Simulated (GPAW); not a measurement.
**Core-hole calculation of the O K edge in SrNbO3 (Pm-3m)**

Aim: the near-edge shape at the O K edge of SrNbO3 (Pm-3m), and what the core hole does to it.

Calculated with GPAW 26.7.0; X-ray absorption from dipole matrix elements to empty bands, plane-wave PAW LDA.

## (1) Starting point

It takes space group Pm-3m (No. 221, cubic). Conventional cell: a = 4.070 Å, b = 4.070 Å, c = 4.070 Å, α = 90.00°, β = 90.00°, γ = 90.00°. Nb has 6 O at 2.03 Å nearest. Nearest to Sr lie 12 O at 2.88 Å. Nearest to O lie 2 Nb at 2.03 Å and 4 Sr at 2.88 Å. Farther neighbours and most contacts between anions are not listed.

Coordinates:

```cif
data_structure
_symmetry_space_group_name_H-M 'P 1'
_symmetry_Int_Tables_number 1
_cell_length_a 4.0697
_cell_length_b 4.0697
_cell_length_c 4.0697
_cell_angle_alpha 90.000
_cell_angle_beta 90.000
_cell_angle_gamma 90.000
_cell_volume 67.40
loop_
_atom_site_label
_atom_site_type_symbol
_atom_site_fract_x
_atom_site_fract_y
_atom_site_fract_z
_atom_site_occupancy
Nb1 Nb 0.00000 0.00000 0.00000 1
Sr2 Sr 0.50000 0.50000 0.50000 1
O3 O 0.50000 0.00000 0.00000 1
O4 O 0.00000 0.00000 0.50000 1
O5 O 0.00000 0.50000 0.00000 1
```

## (2) Ground state of the crystal

A plain self-consistent run shows whether there is a gap, which decides the set-up of the core-hole run.

Contents of scf.py:

```python
import numpy as np
from ase import Atoms
from ase.parallel import parprint, paropen
from gpaw import GPAW, PW, FermiDirac, Mixer, MixerDif, setup_paths
from gpaw.test import gen
setup_paths.insert(0, '.')
gen('O', name='nch1s', xcname='LDA', corehole=(1, 0, 0), write_xml=True)
from gpaw.mpi import world
world.barrier()

atoms = Atoms('NbSrO3',
    cell=[[4.06968976, 0, 0],
     [0, 4.06968976, 0],
     [0, 0, 4.06968976]],
    scaled_positions=[[0, 0, 0],
     [0.5, 0.5, 0.5],
     [0.5, 0, 0],
     [0, 0, 0.5],
     [0, 0.5, 0]],
    pbc=True)
atoms.calc = calc = GPAW(legacy_gpaw=True, mode=PW(500), xc='LDA', setups={2: 'nch1s'},
    kpts={'size': (6, 6, 6), 'gamma': True}, occupations=FermiDirac(0.05),
    charge=0, mixer=Mixer(0.1, 5, 50), maxiter=150,
    convergence={'density': 0.0001}, txt='scf.txt')
energy = atoms.get_potential_energy() + calc.get_reference_energy()
ef = calc.get_fermi_level()
out = dict(energy=energy, fermi=ef, forces=atoms.get_forces().tolist())
parprint(f'all-electron energy {energy:.4f} eV, Fermi level {ef:.4f} eV')
ev = np.array([[calc.get_eigenvalues(k, s) for k in range(len(calc.get_ibz_k_points()))] for s in range(calc.get_number_of_spins())])
out['homo'], out['lumo'], out['counts'] = ev[ev < ef].max(), ev[ev > ef].min(), sorted(set((ev < ef).sum((0, 2)).tolist()))
out['filled'] = (ev[:, 0] < ef).sum(1).tolist()
import json
with paropen('out.json', 'w') as f:
    json.dump(out, f)
```

Started as:

```sh
$ OMP_NUM_THREADS=1 mpirun -n 4 gpaw python scf.py
```

Numbers of over 12 decimals in the logs are rounded to 6 here.

The program printed:

```text
Input parameters:
  convergence: {density: 0.0001}
  kpts: {gamma: True,
         size: (6, 6, 6)}
  maxiter: 150
  mixer: {backend: pulay,
          beta: 0.1,
          method: separate,
          nmaxold: 5,
          weight: 50}
  mode: {ecut: 500.0,
         name: pw}
  occupations: {fixmagmom: False,
                name: fermi-dirac,
                width: 0.05}
  setups: {2: nch1s}

Initialize ...

[... PAW data sets ...]

Reference energy: -196275.989327  # eV

Spin-paired calculation

[... convergence settings ...]
Symmetries present (total): 16
  [... symmetry matrices ...]

216 k-points: 6 x 6 x 6 Monkhorst-Pack grid + [1/12,1/12,1/12]
40 k-points in the irreducible part of the Brillouin zone
       k-points in crystal coordinates                weights
   0:     0.00000000    0.00000000    0.00000000          1/216
   1:     0.00000000    0.16666667    0.00000000          4/216
   2:     0.00000000    0.16666667    0.16666667          4/216
   3:     0.00000000    0.33333333    0.00000000          4/216
   4:     0.00000000    0.33333333    0.16666667          8/216
   5:     0.00000000    0.33333333    0.33333333          4/216
   6:     0.00000000    0.50000000    0.00000000          2/216
   7:     0.00000000    0.50000000    0.16666667          4/216
   8:     0.00000000    0.50000000    0.33333333          4/216
   9:     0.00000000    0.50000000    0.50000000          1/216
          ...
  39:     0.50000000    0.50000000    0.50000000          1/216

Wave functions: Plane wave expansion
  Cutoff energy: 500.000 eV
  Number of coefficients (min, max): 1686, 1743
  Pulay-stress correction: 0.000000 eV/Ang^3 (de/decut=0.000000)
  Using FFTW library
  Wavefunction extrapolation:
    Improved wavefunction reuse through dual PAW basis

Occupation numbers: Fermi-Dirac:
  width: 0.0500  # eV

Eigensolver
   Davidson(niter=2)

Densities:
  Coarse grid: 21*21*21 grid
  Fine grid: 42*42*42 grid
  Total Charge: 0.000000

Density mixing:
  Method: separate
  Backend: pulay
  Linear mixing parameter: 0.1
  old densities: 5
  Width of damping distribution: 1.1
  Damping of long wavelength oscillations: 50

[... Hamiltonian set-up ...]
Number of atoms: 5
Number of atomic orbitals: 30
Number of bands in calculation: 29
Number of valence electrons: 41
Bands to converge: occupied

... initialized

Initializing position-dependent things.

Density initialized from atomic densities
Creating initial wave functions:
  29 bands from LCAO basis set

Positions:
   0 Nb     0.000000    0.000000    0.000000    ( 0.0000,  0.0000,  0.0000)
   1 Sr     2.034845    2.034845    2.034845    ( 0.0000,  0.0000,  0.0000)
   2 O      2.034845    0.000000    0.000000    ( 0.0000,  0.0000,  0.0000)
   3 O      0.000000    0.000000    2.034845    ( 0.0000,  0.0000,  0.0000)
   4 O      0.000000    2.034845    0.000000    ( 0.0000,  0.0000,  0.0000)

Unit cell:
           periodic     x           y           z      points  spacing
  1. axis:    yes    4.069690    0.000000    0.000000    21     0.1938
  2. axis:    yes    0.000000    4.069690    0.000000    21     0.1938
  3. axis:    yes    0.000000    0.000000    4.069690    21     0.1938

  Lengths:   4.069690   4.069690   4.069690
  Angles:   90.000000  90.000000  90.000000

Effective grid spacing dv^(1/3) = 0.1938

iter:   1   -50.549822
iter:   2   -47.622268   -0.82  -0.96
iter:   3   -45.089361   -0.76  -1.08
iter:   4   -45.061558   -2.07  -1.41
iter:   5   -44.971639   -1.99  -1.49
iter:   6   -44.978134   -2.28  -2.17
iter:   7   -45.014275   -1.98  -2.28
iter:   8   -44.946473   -2.49  -2.10
iter:   9   -44.946054   -3.42  -2.76
iter:  10   -44.945241c  -4.19  -3.02
iter:  11   -44.945199c  -5.45  -3.60
iter:  12   -44.945195c  -6.28  -3.82
iter:  13   -44.945191c  -6.78  -3.91
iter:  14   -44.945192c  -6.75  -4.02c
iter:  15   -44.945191c  -7.46c -4.30c

Converged after 15 iterations.

Dipole moment: (-0.000000, -0.000000, -0.000000) |e|*Ang

Energy contributions relative to reference atoms: (reference = -196275.989327)

Kinetic:        +12.390275
Potential:      -19.551260
External:        +0.000000
XC:             -37.222981
Entropy (-ST):   -0.013238
Local:           -0.554606
SIC:             +0.000000
--------------------------
Free energy:    -44.951810
Extrapolated:   -44.945191

Showing only first 2 kpts
 Kpt  Band  Eigenvalues  Occupancy
  0    18      5.28874    2.00000
  0    19      5.28875    2.00000
  0    20      8.03805    2.00000
  0    21      8.03805    2.00000

  1    18      5.18026    2.00000
  1    19      5.18027    2.00000
  1    20      8.10103    2.00000
  1    21      8.71704    1.99964

Fermi level: 9.14881

No gap
No difference between direct/indirect transitions

Forces in eV/Ang:
  0 Nb   -0.00000    0.00000    0.00000
  1 Sr   -0.00000    0.00000    0.00000
  2 O     0.00000    0.00000    0.00000
  3 O     0.00000    0.00000    0.00000
  4 O     0.00000    0.00000    0.00000
Scalar-relativistic atomic LDA calculation for O (Oxygen, Z=8)
Core hole in 1s state (1s occupation: 2.0)
300 radial gridpoints.
|------------------------------------------------|
|------------------------------------------------|
[... the atom generator's iteration count ...]

Energy contributions:
-------------------------
Kinetic:      +74.266897
XC:            -7.772280
Potential:   -141.018865
-------------------------
Total:        -74.524248

state      eigenvalue         ekin         rmax
-----------------------------------------------
1s^2.0 :   -18.772897    28.821965        0.130
2s^2.0 :    -0.872866     3.204810        0.874
2p^4.0 :    -0.337925     2.553337        0.813
-----------------------------------------------
(units: Bohr and Hartree)

Generating PAW setup
Kinetic energy of the core from tauc = 57.689706
Cutoffs:
rc(s)=1.300
rc(p)=1.130
rc(d)=1.170
rc(vbar)=1.300
rc(comp)=1.260
rc(nct)=1.300

Kinetic energy of the core states: 57.643930
Charge: 0.0
Core electrons: 2.0
Valence electrons: 6.0
Pseudo-core charge: 0.000776
Shape function alpha=6.299
Pseudo-electron charge 5.666261
state    eigenvalue         norm
--------------------------------
2s(2) :    -0.872866     1.079797
*s    :     0.127134
2p(4) :    -0.337925     0.876472
*p    :     0.662075
*d    :     0.000000
--------------------------------

Diagonalizing with gridspacing h=0.050

state   all-electron     PAW
-------------------------------
2s:      -0.872866    -0.873954
2p:      -0.337925    -0.341740
*d:                    0.050276
*f:                    0.077289
-------------------------------
all-electron energy -196320.9345 eV, Fermi level 9.1488 eV
```

It took 14 s on 4 MPI ranks of Arm Neoverse V1, shared host; peak memory 0.2 GiB.

The mesh shows no gap, so the system is treated as a metal and the core electron is put at the Fermi level (neutral cell).

## (3) Spectrum without a core hole, O atom 3

Without a hole the spectrum is the empty density of states of the right symmetry on the absorber, weighted by matrix elements. It needs only the small cell and serves as the baseline. The data set with a hole of occupation 0 only carries the core orbital.

The absorber has 2 Nb at 2.03 Å (linear, site symmetry 4/mmm).

Contents of xas.py:

```python
import numpy as np
from ase import Atoms
from ase.parallel import parprint, paropen
from gpaw import GPAW, PW, FermiDirac, Mixer, MixerDif, setup_paths
from gpaw.test import gen
setup_paths.insert(0, '.')
gen('O', name='nch1s', xcname='LDA', corehole=(1, 0, 0), write_xml=True)
from gpaw.mpi import world
world.barrier()

atoms = Atoms('NbSrO3',
    cell=[[4.06968976, 0, 0],
     [0, 4.06968976, 0],
     [0, 0, 4.06968976]],
    scaled_positions=[[0, 0, 0],
     [0.5, 0.5, 0.5],
     [0.5, 0, 0],
     [0, 0, 0.5],
     [0, 0.5, 0]],
    pbc=True)
atoms.calc = calc = GPAW(legacy_gpaw=True, mode=PW(500), xc='LDA', setups={2: 'nch1s'},
    kpts={'size': (8, 8, 8), 'gamma': True}, occupations=FermiDirac(0.1),
    charge=0, mixer=Mixer(0.1, 5, 50), maxiter=150,
    convergence={'density': 0.0001}, txt='scf.txt')
energy = atoms.get_potential_energy() + calc.get_reference_energy()
ef = calc.get_fermi_level()
out = dict(energy=energy, fermi=ef, forces=atoms.get_forces().tolist())
parprint(f'all-electron energy {energy:.4f} eV, Fermi level {ef:.4f} eV')
ev = np.array([[calc.get_eigenvalues(k, s) for k in range(len(calc.get_ibz_k_points()))] for s in range(calc.get_number_of_spins())])
out['homo'], out['lumo'], out['counts'] = ev[ev < ef].max(), ev[ev > ef].min(), sorted(set((ev < ef).sum((0, 2)).tolist()))
out['filled'] = (ev[:, 0] < ef).sum(1).tolist()

from ase.units import Ha
from gpaw.xas import dipole_matrix_elements
nb = int(calc.get_number_of_electrons() / 2) + 48
top, nb = nb, nb + 8 + nb // 12
nscf = calc.fixed_density(kpts={'size': (8, 8, 8), 'gamma': True}, nbands=nb,
    convergence={'bands': top, 'eigenstates': 1e-5}, maxiter=60, txt='nscf.txt')
cell = atoms.cell.array
ops = [cell.T @ U.T @ np.linalg.inv(cell.T) for U in nscf.wfs.kd.symmetry.op_scc]
E = np.arange(-25, 34, 0.1)
fwhm = np.interp(E, [4, 25], [0.9, 3.5])
Y, X, zero, highest = 0, 0, 1e9, 1e9
for spin in range(nscf.get_number_of_spins()):
    wfs = nscf.wfs
    A = dipole_matrix_elements(wfs.setups[2])
    eps = np.zeros((wfs.kd.nibzkpts, nb))
    d = np.zeros((3, A.shape[1], wfs.kd.nibzkpts, nb), complex)
    for kpt in wfs.kpt_u:
        if kpt.s == spin and 2 in kpt.P_ani:
            eps[kpt.k] = kpt.eps_n * Ha
            d[:, :, kpt.k] = (kpt.weight * wfs.nspins / 2) ** 0.5 * np.inner(A, kpt.P_ani[2])
    world.sum(eps)
    world.sum(d)
    T = np.einsum('amkn,bmkn->abkn', d, d.conj()).real
    T = sum(np.einsum('ai,ijkn,bj->abkn', R, T, R) for R in ops) / len(ops)
    empty = eps > ef
    zero, highest = min(zero, eps[empty].min()), min(highest, eps[:, top - 1].min())
    lines = [(eps, T, empty)] if spin == 0 else lines + [(eps, T, empty)]
for eps, T, empty in lines:
    f = np.einsum('aakn->akn', T).reshape(3, -1)
    x = eps.ravel() - zero
    w = np.interp(x, E, fwhm) / 2.35482
    g = np.exp(-0.5 * ((E[:, None] - x) / w) ** 2) / (w * (2 * np.pi) ** 0.5)
    Y = Y + (f * empty.ravel()) @ g.T
    X = X + (f * ~empty.ravel()) @ g.T
out.update(E=E.round(2).tolist(), xas=Y.tolist(), xes=X.tolist(), zero=zero, valid=highest - zero, nk=len(eps), nb=nb)
for i in range(0, len(E), 10):
    parprint(f'{E[i]:7.2f}', *(f'{v:10.3e}' for v in Y[:, i]))
import json
with paropen('out.json', 'w') as f:
    json.dump(out, f)
```

Started as:

```sh
$ OMP_NUM_THREADS=1 mpirun -n 4 gpaw python xas.py
```

The program printed:

```text
Input parameters:
  convergence: {density: 0.0001}
  kpts: {gamma: True,
         size: (8, 8, 8)}
  maxiter: 150
  mixer: {backend: pulay,
          beta: 0.1,
          method: separate,
          nmaxold: 5,
          weight: 50}
  mode: {ecut: 500.0,
         name: pw}
  occupations: {fixmagmom: False,
                name: fermi-dirac,
                width: 0.1}
  setups: {2: nch1s}

Initialize ...

[...]
*p    :     0.662075
*d    :     0.000000
--------------------------------

Diagonalizing with gridspacing h=0.050

state   all-electron     PAW
-------------------------------
2s:      -0.872866    -0.873954
2p:      -0.337925    -0.341740
*d:                    0.050276
*f:                    0.077289
-------------------------------
all-electron energy -196320.9361 eV, Fermi level 9.3135 eV
[...]
32.00  1.345e-04  7.401e-05  7.401e-05
  33.00  1.274e-04  5.847e-05  5.847e-05
[key lines of the parts left out:]
Converged after 16 iterations.
Dipole moment: (-0.000000, -0.000000, -0.000000) |e|*Ang
Free energy:    -44.968464
Fermi level: 9.31346
```

Elapsed: 58 s, on 4 MPI ranks; peak memory 0.32 GiB; 3.9 min of CPU time.

The O K spectrum, O atom 3, no core hole (energy from the lowest empty level; intensity scaled to a mean of 1 over the first 20 eV):

```csv
E (eV),intensity
-2.00,0.00
-1.25,0.00
-0.50,0.12
0.25,0.74
1.00,1.62
1.75,1.13
2.50,0.51
3.25,1.19
4.00,1.69
4.75,1.96
5.50,1.80
6.25,1.35
7.00,1.19
7.75,0.99
8.50,0.79
9.25,0.73
10.00,0.99
10.75,1.29
11.50,1.21
12.25,0.88
13.00,0.66
13.75,0.54
14.50,0.51
15.25,0.61
16.00,0.77
16.75,0.87
17.50,0.85
18.25,0.75
19.00,0.65
19.75,0.55
20.50,0.46
21.25,0.38
22.00,0.33
22.75,0.33
23.50,0.35
24.25,0.39
25.00,0.45
25.75,0.51
26.50,0.58
27.25,0.66
28.00,0.75
28.75,0.85
29.50,0.95
30.25,1.03
31.00,1.06
31.75,1.03
```

Main maxima below 24 eV (height): 1.2 eV (1.72), 5.0 eV (2.02), 11.0 eV (1.31) and 17.0 eV (0.88). A K edge sees empty p states; the first features are O p mixed into the empty d states of the Nb neighbours, and the broad ones above probably into the cations' higher empty bands.

The same matrix elements for filled bands give the O K emission of O atom 3 (ground-state approximation; energy from the lowest empty level, largest value 1):

| E (eV) | emission |
| --- | --- |
| -24.00 | 0.00 |
| -23.25 | 0.00 |
| -22.50 | 0.00 |
| -21.75 | 0.00 |
| -21.00 | 0.00 |
| -20.25 | 0.00 |
| -19.50 | 0.00 |
| -18.75 | 0.00 |
| -18.00 | 0.00 |
| -17.25 | 0.00 |
| -16.50 | 0.00 |
| -15.75 | 0.00 |
| -15.00 | 0.00 |
| -14.25 | 0.00 |
| -13.50 | 0.00 |
| -12.75 | 0.00 |
| -12.00 | 0.00 |
| -11.25 | 0.00 |
| -10.50 | 0.00 |
| -9.75 | 0.00 |
| -9.00 | 0.00 |
| -8.25 | 0.18 |
| -7.50 | 0.48 |
| -6.75 | 0.61 |
| -6.00 | 0.64 |
| -5.25 | 0.70 |
| -4.50 | 0.97 |
| -3.75 | 0.40 |
| -3.00 | 0.02 |
| -2.25 | 0.00 |
| -1.50 | 0.00 |
| -0.75 | 0.01 |
| 0.00 | 0.01 |
| 0.75 | 0.00 |
| 1.50 | 0.00 |
| 2.25 | 0.00 |
| 3.00 | 0.00 |

Emission maxima: -6.4 eV (0.69) and -4.6 eV (1.00).

## (4) Supercell without a hole, the energy reference

The photon energy needs a difference of total energies, so the cell and mesh of the coming hole run are first run without a hole.

Changes to scf.py since step 2:

```diff
@@ -10,14 +10,29 @@
 
-atoms = Atoms('NbSrO3',
-    cell=[[4.06968976, 0, 0],
-     [0, 4.06968976, 0],
-     [0, 0, 4.06968976]],
+atoms = Atoms('Nb4Sr4O12',
+    cell=[[4.06968976, 4.06968976, 4.06968976],
+     [-4.06968976, 4.06968976, -4.06968976],
+     [-4.06968976, 4.06968976, 4.06968976]],
     scaled_positions=[[0, 0, 0],
+     [0.5, 0.5, 0],
+     [0, 0.5, 0.5],
+     [0.5, 0, 0.5],
+     [0.5, 0, 0],
+     [0, 0.5, 0],
      [0.5, 0.5, 0.5],
-     [0.5, 0, 0],
      [0, 0, 0.5],
-     [0, 0.5, 0]],
+     [0.25, 0, 0.75],
+     [0.75, 0.5, 0.75],
+     [0.25, 0.5, 0.25],
+     [0.75, 0, 0.25],
+     [0, 0.75, 0.25],
+     [0.5, 0.25, 0.25],
+     [0, 0.25, 0.75],
+     [0.5, 0.75, 0.75],
+     [0.25, 0.25, 0],
+     [0.75, 0.75, 0],
+     [0.25, 0.75, 0.5],
+     [0.75, 0.25, 0.5]],
     pbc=True)
-atoms.calc = calc = GPAW(legacy_gpaw=True, mode=PW(500), xc='LDA', setups={2: 'nch1s'},
-    kpts={'size': (6, 6, 6), 'gamma': True}, occupations=FermiDirac(0.05),
+atoms.calc = calc = GPAW(legacy_gpaw=True, mode=PW(500), xc='LDA', setups={8: 'nch1s'},
+    kpts={'size': (4, 4, 4), 'gamma': True}, occupations=FermiDirac(0.1),
     charge=0, mixer=Mixer(0.1, 5, 50), maxiter=150,
```

Started as:

```sh
$ OMP_NUM_THREADS=1 mpirun -n 4 gpaw python scf.py
```

The program printed:

```text
Input parameters:
  convergence: {density: 0.0001}
  kpts: {gamma: True,
         size: (4, 4, 4)}
  maxiter: 150
  mixer: {backend: pulay,
          beta: 0.1,
          method: separate,
          nmaxold: 5,
          weight: 50}
  mode: {ecut: 500.0,
         name: pw}
  occupations: {fixmagmom: False,
                name: fermi-dirac,
                width: 0.1}
  setups: {8: nch1s}

Initialize ...

[...]
2s(2) :    -0.872866     1.079797
*s    :     0.127134
2p(4) :    -0.337925     0.876472
*p    :     0.662075
*d    :     0.000000
--------------------------------

Diagonalizing with gridspacing h=0.050

state   all-electron     PAW
-------------------------------
2s:      -0.872866    -0.873954
2p:      -0.337925    -0.341740
*d:                    0.050276
*f:                    0.077289
-------------------------------
all-electron energy -785283.7274 eV, Fermi level 9.3127 eV
[key lines of the parts left out:]
Converged after 19 iterations.
Dipole moment: (-0.000002, 0.000000, 0.000000) |e|*Ang
Free energy:   -179.855526
Fermi level: 9.31271
```

It took 2.3 min on 4 MPI ranks; peak memory 0.43 GiB; 9.3 min of CPU time.

Reference energy: -785283.727 eV with the cores included.

(Continued in part 2 of 3.)

[Banner, clock and machine lines of the logs are left out without a mark of their own.]

[Logs are printed without paths, hosts, clocks, repeated set-up lines and the standing remarks that a program may print on its own settings, such as how far it seeks lower states.]

[Hosts, paths, dates, database ids (printed as entryN), source tags and the programs' standing remarks are cut or masked in the printed files.]

[Lists of maxima count a maximum above −3 eV only where it reaches 4 % of the highest in the window and stands out from its surroundings by 2 % of it (1.5 % where it reaches 55 %); shoulders and weaker maxima are passed over, and of the rest the first, up to two pre-edge ones and the few strongest are named.]
